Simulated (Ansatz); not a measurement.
## A hypothetical structure for CuNiS2

Starting from a made-up structure for CuNiS2, the aim is the relaxed cell, its shortest contacts and, where a second run follows, its electronic structure.

Method: DFT, PBEsol, plane-wave PAW, files of the set soft_1, scalar-relativistic, ferromagnetic start, cell and ions relaxed at zero pressure; PAW set soft_1, in the first sound run; inputs show where later runs differ, in Ansatz 0.2.0.

### 1. The structure

It takes space group P-42m (No. 111, tetragonal). Conventional cell: a = 5.093 Å, b = 5.093 Å, c = 5.297 Å, α = 90.00°, β = 90.00°, γ = 90.00°. Nearest to Cu lie 4 S at 2.31 Å. Cu has 4 S at 2.28 Å nearest. Nearest to Ni lie 4 S at 2.22 Å. Nearest to S lie 2 Ni at 2.22 Å and 2 Cu at 2.28 to 2.31 Å. Farther neighbours and most contacts between anions are not listed.

### 2. Relaxation of the guess

The guess takes its coordinates from another compound and its volume from a rule, so the cell and any free coordinates are relaxed together.

File input.yaml:

```yaml
crystal:
  lattice:
    - [5.093, 0.0, 0.0]
    - [0.0, 5.093, 0.0]
    - [0.0, 0.0, 5.297]
  atoms:
    - { symbol: Cu, position: [0.0, 0.0, 0.5], spin: 0.6 }
    - { symbol: Cu, position: [0.0, 0.0, 0.0], spin: 0.6 }
    - { symbol: Ni, position: [0.0, 0.5, 0.0], spin: 1.0 }
    - { symbol: Ni, position: [0.5, 0.0, 0.0], spin: 1.0 }
    - { symbol: S, position: [0.2607, 0.7393, 0.2455] }
    - { symbol: S, position: [0.7393, 0.7393, 0.7545] }
    - { symbol: S, position: [0.2607, 0.2607, 0.7545] }
    - { symbol: S, position: [0.7393, 0.2607, 0.2455] }
magnetization:
  spin_polarized: true
kpoints:
  mp_grid: { grid: [5, 5, 5] }
scf:
  occupations: { method: fermi_dirac, width: 0.05 }
hamiltonian:
  xc: pbesol
  pseudopotentials: { kind: paw, azcp: { folder: soft_1 }, xc_functional: pbe }
relax:
  f_tol: 0.015
  max_steps: 70
  cell: {}
output:
  forces: true
  stress: true
```

Started as:

```sh
$ ansatz run input.yaml --threads 4 --pin off --max-ram 10240MiB --backend cpu --events-out ev --progress --plain --runs-dir out
```

Numbers of over 12 decimals in the logs are rounded to 6 here.

What it wrote:

```text
Engine: ansatz 0.2.0, aarch64-unknown-linux-gnu
Pseudopotentials: kind: paw
Pseudopotential: Cu, paw, valence charge 19, recommended cutoff 420 eV (normal), soft_1/Cu.paw.azcp
Pseudopotential: Ni, paw, valence charge 18, recommended cutoff 420 eV (normal), soft_1/Ni.paw.azcp
Pseudopotential: S, paw, valence charge 6, recommended cutoff 420 eV (normal), soft_1/S.paw.azcp
Functional definition: PBEsol
  exchange = pbesol_x
  correlation = pbesol_c
Crystal: 8 atoms, lattice volume = 137.397 Å³
Basis set: ecut = 420 eV, 2665 PW (Γ), exchange–correlation on 72×72×72 points (8 copies of the dense FFT grid, shifted against one another)
Bands: 61, of which v1, the nominal top of the filled ones, is band 49 counted from 1 (48 counted from 0)
Symmetry: 8 space group operations
Space group: P-42m (ITA 111), of the structure as read, at distance tolerance 5.2e-5 Å
Magnetic group: BNS 111.251 (UNI 911), of the structure as read, at distance tolerance 5.2e-5 Å
k-points: 18 of 125 (time reversal used)
Non-local potential: Cu, projectors of the file, l = 0: 3, l = 1: 2, l = 2: 3, l = 3: 1
Non-local potential: Ni, projectors of the file, l = 0: 3, l = 1: 2, l = 2: 3, l = 3: 1
Non-local potential: S, projectors of the file, l = 0: 2, l = 1: 2, l = 2: 1
PAW form: soft (Blöchl's): semilocal exchange-correlation on the pseudo side does not see the compensation charge
PAW frozen core: Cu, regenerated for the run's functional, and the local potential with it (the file was generated under x = pbe(κ = 0.804, μ = 0.219515), c = pbe(β = 0.066725))
PAW frozen core: Ni, regenerated for the run's functional, and the local potential with it (the file was generated under x = pbe(κ = 0.804, μ = 0.219515), c = pbe(β = 0.066725))
PAW frozen core: S, regenerated for the run's functional, and the local potential with it (the file was generated under x = pbe(κ = 0.804, μ = 0.219515), c = pbe(β = 0.066725))
PAW one-centre angular grid: Cu, 590 points (default); XC on 64 Gauss nodes
PAW one-centre angular grid: Ni, 590 points (default); XC on 64 Gauss nodes
PAW one-centre angular grid: S, 110 points (default); XC on 64 Gauss nodes
Initial density: superposition of atomic densities (chi_scale 0.1, normalization cell)
Starting moments: Σ|m| = 3.2 μB on 4 of 8 sites
Initial wavefunctions: pseudopotential atomic-orbital guess
Functional: x = pbesol(κ = 0.804, μ = 0.123457), c = pbesol(β = 0.046)
SCF iter   1: F=—  HF=-28329.614572 eV  |F-HF|=—  |Δ(HF+E_count)|=         —  Δρ=1.46e-1 (↑1.05e-1 ↓1.46e-1)  dr2=7.20e1  dr2_m=6.81e-1  M=2.747 μB ∫|m|=2.759 μB  β_m=0.30  ethr=3.10e-3  ⟨swp⟩=6.4  Hψ=8997  notcnv=0  defer=32
Mixer restart at iter 1: flushing history
preconditioner: auto → Kerker (q_TF=auto, 2.579 Å⁻¹)  [metal: Δε(μ)=0.002 eV  Ē_g=8.315 eV  σ=0.050 eV  W_gap=0.01  n_scr=32 (ndim 8)  ℏωp=25.7 eV  f_vac=0.025  D(μ)=12.00/eV (n_scr^D=154)]
spin=Collinear: Kerker preconditioning applied to the charge; magnetization (m = ρ↑ − ρ↓) channel mixes plain (no charge-response kernel on spin).
SCF iter   2: F=—  HF=-28330.991262 eV  |F-HF|=—  |Δ(HF+E_count)|=    1.38e0  Δρ=6.16e-2 (↑5.09e-2 ↓6.16e-2)  dr2=8.44e0  dr2_m=1.13e-1  M=2.346 μB ∫|m|=2.348 μB  β_m=0.26  ethr=3.10e-3  ⟨swp⟩=4.0  Hψ=6100  notcnv=0  defer=117
SCF iter   3: F=—  HF=-28327.821686 eV  |F-HF|=—  |Δ(HF+E_count)|=    3.17e0  Δρ=1.65e-2 (↑1.29e-2 ↓1.65e-2)  dr2=9.78e-1  dr2_m=8.15e-2  M=2.231 μB ∫|m|=2.234 μB  β_m=0.37  ethr=3.10e-3  ⟨swp⟩=2.1  Hψ=4655  notcnv=0  defer=114
SCF iter   4: F=—  HF=-28328.401045 eV  |F-HF|=—  |Δ(HF+E_count)|=   5.79e-1  Δρ=2.16e-2 (↑1.72e-2 ↓2.16e-2)  dr2=2.00e0  dr2_m=1.20e-1  M=1.949 μB ∫|m|=1.956 μB  β_m=0.50  ethr=9.98e-4  ⟨swp⟩=2.1  Hψ=4489  notcnv=0  defer=112
SCF iter   5: F=—  HF=-28328.896984 eV  |F-HF|=—  |Δ(HF+E_count)|=   4.96e-1  Δρ=2.94e-2 (↑2.29e-2 ↓2.94e-2)  dr2=2.40e0  dr2_m=1.23e-1  M=1.644 μB ∫|m|=1.658 μB  β_m=0.41  ethr=9.98e-4  ⟨swp⟩=3.1  Hψ=4434  notcnv=0  defer=104
SCF iter   6: F=—  HF=-28328.760886 eV  |F-HF|=—  |Δ(HF+E_count)|=   1.36e-1  Δρ=1.83e-2 (↑1.79e-2 ↓1.83e-2)  dr2=9.79e-1  dr2_m=9.53e-2  M=1.370 μB ∫|m|=1.398 μB  β_m=0.47  ethr=9.98e-4  ⟨swp⟩=3.0  Hψ=4470  notcnv=0  defer=104
SCF iter   7: F=—  HF=-28328.741160 eV  |F-HF|=—  |Δ(HF+E_count)|=         —  Δρ=2.08e-2 (↑2.08e-2 ↓1.09e-2)  dr2=5.49e-1  dr2_m=1.87e-1  M=0.771 μB ∫|m|=0.799 μB  β_m=0.54  ethr=9.98e-4  ⟨swp⟩=2.1  Hψ=2715  notcnv=0  defer=108
Mixer restart at iter 7: flushing history
SCF iter   8: F=—  HF=-28328.850061 eV  |F-HF|=—  |Δ(HF+E_count)|=   1.09e-1  Δρ=1.94e-2 (↑1.28e-2 ↓1.94e-2)  dr2=5.26e-1  dr2_m=1.31e-1  M=0.546 μB ∫|m|=0.571 μB  β_m=0.50  ethr=5.60e-4  ⟨swp⟩=3.2  Hψ=3987  notcnv=0  defer=108
SCF iter   9: F=—  HF=-28328.780035 eV  |F-HF|=—  |Δ(HF+E_count)|=   7.00e-2  Δρ=1.34e-2 (↑1.34e-2 ↓8.86e-3)  dr2=3.51e-1  dr2_m=6.07e-2  M=0.540 μB ∫|m|=0.558 μB  β_m=0.41  ethr=5.37e-4  ⟨swp⟩=2.3  Hψ=4251  notcnv=0  defer=108
SCF iter  10: F=—  HF=-28328.760811 eV  |F-HF|=—  |Δ(HF+E_count)|=   1.92e-2  Δρ=7.95e-3 (↑7.95e-3 ↓3.08e-3)  dr2=5.01e-2  dr2_m=2.79e-2  M=0.361 μB ∫|m|=0.374 μB  β_m=0.43  ethr=3.58e-4  ⟨swp⟩=2.0  Hψ=3268  notcnv=0  defer=108
SCF iter  11: F=—  HF=-28328.756890 eV  |F-HF|=—  |Δ(HF+E_count)|=   3.92e-3  Δρ=4.35e-3 (↑2.85e-3 ↓4.35e-3)  dr2=3.01e-2  dr2_m=6.44e-3  M=0.182 μB ∫|m|=0.188 μB  β_m=0.43  ethr=5.11e-5  ⟨swp⟩=2.1  Hψ=3754  notcnv=0  defer=105
SCF iter  12: F=—  HF=-28328.756941 eV  |F-HF|=—  |Δ(HF+E_count)|=   5.17e-5  Δρ=3.50e-3 (↑1.98e-3 ↓3.50e-3)  dr2=2.80e-2  dr2_m=1.16e-3  M=0.100 μB ∫|m|=0.103 μB  β_m=0.36  ethr=3.08e-5  ⟨swp⟩=2.0  Hψ=3225  notcnv=0  defer=105
SCF iter  13: F=—  HF=-28328.755583 eV  |F-HF|=—  |Δ(HF+E_count)|=   1.36e-3  Δρ=1.58e-3 (↑8.35e-4 ↓1.58e-3)  dr2=7.55e-3  dr2_m=2.77e-4  M=0.052 μB ∫|m|=0.053 μB  β_m=0.64  ethr=2.85e-5  ⟨swp⟩=2.0  Hψ=2662  notcnv=0  defer=105
SCF iter  14: F=—  HF=-28328.756056 eV  |F-HF|=—  |Δ(HF+E_count)|=   4.73e-4  Δρ=3.77e-4 (↑3.77e-4 ↓3.46e-4)  dr2=2.07e-4  dr2_m=6.94e-5  M=0.033 μB ∫|m|=0.034 μB  β_m=0.77  ethr=7.71e-6  ⟨swp⟩=2.3  Hψ=2890  notcnv=0  defer=105
SCF iter  15: F=—  HF=-28328.756100 eV  |F-HF|=—  |Δ(HF+E_count)|=   4.41e-5  Δρ=2.64e-4 (↑1.66e-4 ↓2.64e-4)  dr2=4.63e-5  dr2_m=4.91e-5  M=0.016 μB ∫|m|=0.017 μB  β_m=0.89  ethr=2.11e-7  ⟨swp⟩=2.2  Hψ=3212  notcnv=0  defer=105
SCF iter  16: F=—  HF=-28328.756107 eV  |F-HF|=—  |Δ(HF+E_count)|=   7.24e-6  Δρ=8.32e-5 (↑8.32e-5 ↓3.87e-5)  dr2=1.31e-5  dr2_m=1.45e-6  M=-0.003 μB ∫|m|=0.003 μB  β_m=0.93  ethr=4.72e-8  ⟨swp⟩=2.1  Hψ=3268  notcnv=0  defer=105
[...]
Initial wavefunctions: pseudopotential atomic-orbital guess (no wavefunctions were taken with the density)
iter 1 solved again at ethr=1.86e-6 eV; its pass at ethr=3.10e-3 eV (dr2=1.82e-3 eV) is discarded
SCF iter   1: F=—  HF=-28328.876968 eV  |F-HF|=—  |Δ(HF+E_count)|=         —  Δρ=1.04e-4 (↑1.03e-4 ↓1.04e-4)  dr2=3.69e-5  dr2_m=1.73e-10  M=-0.000 μB ∫|m|=0.000 μB  β_m=0.65  ethr=1.86e-6  ⟨swp⟩=3.5  Hψ=15118  notcnv=0
preconditioner: auto → Kerker (q_TF=auto, 2.320 Å⁻¹)  [metal: Δε(μ)=0.039 eV  Ē_g=9.187 eV  σ=0.050 eV  W_gap=0.19  n_scr=26 (ndim 8)  ℏωp=26.6 eV  f_vac=0.029  D(μ)=7.03/eV (n_scr^D=80)]
spin=Collinear: Kerker preconditioning applied to the charge; magnetization (m = ρ↑ − ρ↓) channel mixes plain (no charge-response kernel on spin).
SCF iter   2: F=—  HF=-28328.876969 eV  |F-HF|=—  |Δ(HF+E_count)|=   1.27e-6  Δρ=2.24e-4 (↑2.24e-4 ↓2.24e-4)  dr2=1.65e-4  dr2_m=8.44e-11  M=-0.000 μB ∫|m|=0.000 μB  β_m=0.30  ethr=3.76e-8  ⟨swp⟩=2.2  Hψ=3980  notcnv=0
SCF iter   3: F=—  HF=-28328.876954 eV  |F-HF|=—  |Δ(HF+E_count)|=   1.48e-5  Δρ=3.31e-5 (↑3.28e-5 ↓3.31e-5)  dr2=3.49e-6  dr2_m=7.72e-11  M=-0.000 μB ∫|m|=0.000 μB  β_m=0.34  ethr=3.76e-8  ⟨swp⟩=2.0  Hψ=3968  notcnv=0
SCF iter   4: F=—  HF=-28328.876954 eV  |F-HF|=—  |Δ(HF+E_count)|=   8.52e-7  Δρ=1.36e-5 (↑1.36e-5 ↓1.36e-5)  dr2=6.17e-7  dr2_m=2.36e-11  M=-0.000 μB ∫|m|=0.000 μB  β_m=0.45  ethr=3.56e-9  ⟨swp⟩=2.0  Hψ=3698  notcnv=0
SCF iter   5: F=—  HF=-28328.876956 eV  |F-HF|=—  |Δ(HF+E_count)|=   2.18e-6  Δρ=2.52e-5 (↑2.52e-5 ↓2.51e-5)  dr2=2.42e-6  dr2_m=1.83e-11  M=-0.000 μB ∫|m|=0.000 μB  β_m=0.38  ethr=6.29e-10  ⟨swp⟩=2.0  Hψ=3968  notcnv=0
SCF iter   6: F=—  HF=-28328.876957 eV  |F-HF|=—  |Δ(HF+E_count)|=   1.18e-6  Δρ=9.73e-6 (↑9.73e-6 ↓9.61e-6)  dr2=6.11e-7  dr2_m=9.85e-12  M=-0.000 μB ∫|m|=0.000 μB  β_m=0.55  ethr=6.29e-10  ⟨swp⟩=2.1  Hψ=3318  notcnv=0
SCF iter   7: F=—  HF=-28328.876958 eV  |F-HF|=—  |Δ(HF+E_count)|=   1.32e-6  Δρ=7.35e-6 (↑7.35e-6 ↓7.31e-6)  dr2=4.12e-7  dr2_m=5.95e-12  M=-0.000 μB ∫|m|=0.000 μB  β_m=0.77  ethr=6.23e-10  ⟨swp⟩=2.0  Hψ=3212  notcnv=0
SCF iter   8: F=—  HF=-28328.876959 eV  |F-HF|=—  |Δ(HF+E_count)|=   5.19e-7  Δρ=4.16e-6 (↑4.14e-6 ↓4.16e-6)  dr2=7.66e-8  dr2_m=2.73e-13  M=0.000 μB ∫|m|=0.000 μB  β_m=0.70  ethr=4.20e-10  ⟨swp⟩=3.4  Hψ=4462  notcnv=0
SCF iter   9: F=—  HF=-28328.876959 eV  |F-HF|=—  |Δ(HF+E_count)|=   3.54e-8  Δρ=2.28e-6 (↑2.28e-6 ↓2.27e-6)  dr2=1.71e-8  dr2_m=1.05e-13  M=0.000 μB ∫|m|=0.000 μB  β_m=0.76  ethr=7.82e-11  ⟨swp⟩=2.1  Hψ=3023  notcnv=0
SCF iter  10: F=—  HF=-28328.876959 eV  |F-HF|=—  |Δ(HF+E_count)|=   2.53e-8  Δρ=1.09e-6 (↑1.09e-6 ↓1.08e-6)  dr2=5.08e-9  dr2_m=7.36e-14  M=-0.000 μB ∫|m|=0.000 μB  β_m=0.88  ethr=1.75e-11  ⟨swp⟩=3.1  Hψ=4148  notcnv=0
SCF iter  11: F=—  HF=-28328.876959 eV  |F-HF|=—  |Δ(HF+E_count)|=   1.08e-9  Δρ=7.02e-7 (↑7.02e-7 ↓6.96e-7)  dr2=2.39e-9  dr2_m=1.51e-14  M=-0.000 μB ∫|m|=0.000 μB  β_m=0.81  ethr=5.19e-12  ⟨swp⟩=2.0  Hψ=3036  notcnv=0
SCF iter  12: F=—  HF=-28328.876959 eV  |F-HF|=—  |Δ(HF+E_count)|=  4.51e-10  Δρ=1.97e-7 (↑1.97e-7 ↓1.96e-7)  dr2=1.81e-10  dr2_m=2.00e-15  M=-0.000 μB ∫|m|=0.000 μB  β_m=0.81  ethr=2.44e-12  ⟨swp⟩=2.0  Hψ=3186  notcnv=0
SCF iter  13: F=—  HF=-28328.876959 eV  |F-HF|=—  |Δ(HF+E_count)|=  9.46e-11  Δρ=1.19e-7 (↑1.19e-7 ↓1.19e-7)  dr2=4.99e-11  dr2_m=3.94e-16  M=-0.000 μB ∫|m|=0.000 μB  β_m=0.82  ethr=1.00e-12  ⟨swp⟩=2.2  Hψ=2817  notcnv=0
SCF iter  14: F=-28328.876959 eV  HF=-28328.876959 eV  |F-HF|=2.91e-11  |Δ(HF+E_count)|=  7.28e-11  Δρ=6.70e-8 (↑6.64e-8 ↓6.70e-8)  dr2=2.13e-11  dr2_m=1.59e-16  M=-0.000 μB ∫|m|=0.000 μB  ethr=1.00e-12  ⟨swp⟩=3.0  Hψ=7338  notcnv=0
the starting moments were not kept: the SCF closed with an absolute magnetisation of 3.3e-8 μB, where they sum to 3.2 μB in size (4 sites). That is at most 0.1 of that sum. Measured as dr2_m measures the in/out step, that magnetisation stands 7.8e-16 eV from none, at or under the dr2_threshold of 8.0e-11 eV: it is no larger than a step whose dr2_m would equal this threshold.
SCF 7 converged in 14 iterations: F = -28328.876959 eV  dr2 = 2.13e-11
relax step   7: F+E_penalty+E_count = -28328.87695879 eV  Δ(F+E_penalty+E_count) = +3.006e-3 eV  max|allowed force component| = 4.617e-3 eV/Å  Δτ_max = 0.0000 Å  P = +0.031 GPa  Ω = 128.667 Å³  stress off target by 3.33e-2 GPa  SCF on the basis re-selected at this cell (its energy is not comparable with the rows above)  (14 SCF iters)
basis re-selected at this cell: Δ(F+E_penalty+E_count) = +3.006e-3 eV, ΔP = +0.002 GPa vs the last step (what re-selecting the basis moved, of the pressure what is left beyond the Pulay correction that the steps carried, after the strain that the cell walked since its last selection, with what the two solves' SCF thresholds leave and, on support functions, any second-order correction that the steps lacked; it is no m [...]
SCF converged after 14 iterations
Magnetization: -0.0000 μB (49.0000 up, 49.0000 down)
Absolute magnetization: 0.0000 μB (∫|ρ↑−ρ↓|, with the PAW one-centre terms)
Spin contamination: 0.0000 ħ² per cell (⟨S²⟩ above its minimum at these occupations)
Per-site moments (μB) at R_I (Å): [(-4.68299854764253e-10, 0.942341), (-1.3406978925040728e-9, 0.940338), (-1.1246408501979997e-8, 0.901974), (-1.1246408668262163e-8, 0.901974), (-1.307290388471621e-9, 0.901974), (-1.3072903752992318e-9, 0.901974), (-1.3072904156953477e-9, 0.901974), (-1.307290424633252e-9, 0.901974)]
Free energy (F): -28328.876959 eV
Harris-Foulkes:  -28328.876959 eV  (|F-HF|=2.91e-11)
Internal energy: -28328.818372 eV  (E = F + TS)
E sigma→0 (E₀):  -28328.847665 eV
Entropy (-TS):   -0.058587 eV (-7.323 meV/atom)
Fermi energy:    9.515938 eV
--- Per-component energies (eV) ---
  E_band       = -1828.544571
  E_kinetic    = 1624.188506
  E_local      = -22596.005080  (includes V_loc(G=0)·N_el)
  E_nonlocal   = 1689.967392
  E_hartree    = 10477.039108
  E_xc         = -713.004846
  E_vxc        = -798.323116  (∫ρ·V_xc dr)
  E_paw        = -9165.705626  (= ΣΔE_a)
  E_vpaw       = -2702.454168  (= ΣTr[D̂ρ^β])
  E_aug_tail   = 0.003555  (compensation charges beyond the density's cutoff)
  E_ewald      = -9646.356163
  E_core_change = 1.054781  (= ΣΔE_core)
  E_smearing   = -0.058587  (= −TS)
  E_closure    = -0.000000  (closes the sum)
  Σ components = -28328.876959   (vs F -28328.876959, Δ=0.00e0)
--- Forces (eV/Å), atoms counted from 1 ---
  atom   1  Cu    -0.00000000    -0.00000000     0.00000000
  atom   2  Cu     0.00000000    -0.00000000     0.00000000
  atom   3  Ni     0.00000000     0.00000000    -0.00000000
  atom   4  Ni     0.00000000     0.00000000    -0.00000000
  atom   5  S      0.00461732    -0.00461732     0.00209798
  atom   6  S     -0.00461732    -0.00461732    -0.00209798
  atom   7  S      0.00461732     0.00461732    -0.00209798
  atom   8  S     -0.00461732     0.00461732     0.00209798
  max |Σ_I F_I| component: 1.11e-16 eV/Å
--- Stress (GPa, compression-positive) ---
        0.033255       0.000000       0.000000
        0.000000       0.033255       0.000000
        0.000000      -0.000000       0.026112
  P = ⅓ Tr σ = 0.0309 GPa (0.309 kbar)
--- Relaxed structure (6 steps of the walk, 6 accepted, 1 SCFs on fresh bases) ---
  F+E_penalty+E_count = -28328.87695879 eV   max|allowed force component| = 4.617e-3 eV/Å   (the final SCF, on the basis selected at the relaxed cell)
  cell:  # Å, volume = 128.6673 Å³
    - [5.058107, 0, 0.0]
    - [0, 5.058107, 0]
    - [0.0, 0, 5.029122]
  atoms:
    - { symbol: Cu, position: [3.006942015778078e-19, 0, 0.500000] }
    - { symbol: Cu, position: [3.00694201577808e-19, 0, 0] }
    - { symbol: Ni, position: [3.006942015778077e-19, 0.500000, 0] }
    - { symbol: Ni, position: [0.500000, 0, 0] }
    - { symbol: S, position: [0.266235, 0.733765, 0.249124] }
    - { symbol: S, position: [0.733765, 0.733765, 0.750876] }
    - { symbol: S, position: [0.266235, 0.266235, 0.750876] }
    - { symbol: S, position: [0.733765, 0.266235, 0.249124] }
```

The job ended after 71 s (4 threads of Arm Neoverse V2, shared host; peak memory 0.65 GiB).

Step by step:

```
step  energy less that of the first step (eV)  largest force component (eV/Å)  pressure (GPa)  volume (Å³)
   1                                   0.0000                          0.2261           -4.05       137.40
   2                                  -0.0883                          0.1227           -2.02       132.64
   3                                  -0.1221                          0.0212            0.58       127.27
   4                                  -0.1236                          0.0169            0.04       128.38
   5                                  -0.1238                          0.0090           -0.01       128.55
   6                                  -0.1239                          0.0046            0.03       128.67
  7*                                  -0.1209                          0.0046            0.03       128.67
```

Relaxation steps marked * repeat the geometry before them on a plane-wave basis chosen anew for their cell, so energy and pressure can jump there.

Forces are held to the 8 operations that the run works with; a distortion that breaks them can't arise in this run.

| conventional cell, symmetrised | before | after | change |
| --- | --- | --- | --- |
| a (Å) | 5.093 | 5.058 | -0.7 % |
| b (Å) | 5.093 | 5.058 | -0.7 % |
| c (Å) | 5.297 | 5.029 | -5.1 % |
| volume (Å³/atom) | 17.17 | 16.08 | -6.4 % |

The atoms that moved most (Å, as changes of fractional coordinates times the final cell):

```csv
atom,dx,dy,dz,length
S6,-0.028,-0.028,-0.018,0.044
S5,0.028,-0.028,0.018,0.044
S8,-0.028,0.028,0.018,0.044
S7,0.028,0.028,-0.018,0.044
```

Final coordinates:

```cif
data_structure
_symmetry_space_group_name_H-M 'P 1'
_symmetry_Int_Tables_number 1
_cell_length_a 5.0581
_cell_length_b 5.0581
_cell_length_c 5.0291
_cell_angle_alpha 90.000
_cell_angle_beta 90.000
_cell_angle_gamma 90.000
_cell_volume 128.67
loop_
_atom_site_label
_atom_site_type_symbol
_atom_site_fract_x
_atom_site_fract_y
_atom_site_fract_z
_atom_site_occupancy
Cu1 Cu 0.00000 0.00000 0.50000 1
Cu2 Cu 0.00000 0.00000 0.00000 1
Ni3 Ni 0.00000 0.50000 0.00000 1
Ni4 Ni 0.50000 0.00000 0.00000 1
S5 S 0.26624 0.73376 0.24912 1
S6 S 0.73376 0.73376 0.75088 1
S7 S 0.26624 0.26624 0.75088 1
S8 S 0.73376 0.26624 0.24912 1
```

Numbers from this step:

```yaml
free_energy: -28328.8770 eV
energy_at_zero_smearing: -28328.8477 eV
smearing_term_ts: 0.05859 eV
fermi_energy: 9.516 eV
electrons: 98
symmetry_operations: 8
pressure: 0.03087 GPa
```

The shortest distance of each pair, which need not be the same contact before and after:

| pair | guess (Å) | relaxed (Å) |
| --- | --- | --- |
| Ni–S | 2.222 | 2.187 |
| Cu–S | 2.284 | 2.280 |
| Cu–Cu | 2.648 | 2.515 |
| Cu–Ni | 2.546 | 2.529 |
| S–S | 3.447 | 3.344 |

The relaxation ends with a largest force component of 0.0046 eV/Å and a pressure of 0.03 GPa. The starting moments have collapsed: the run ends non-magnetic.

[end of part 1 of 2]

[Logs are printed without paths, hosts, clocks, repeated set-up lines and the standing remarks that a program may print on its own settings, such as how far it seeks lower states.]

[Hosts, paths, dates, database ids (printed as entryN), source tags and the programs' standing remarks are cut or masked in the printed files.]
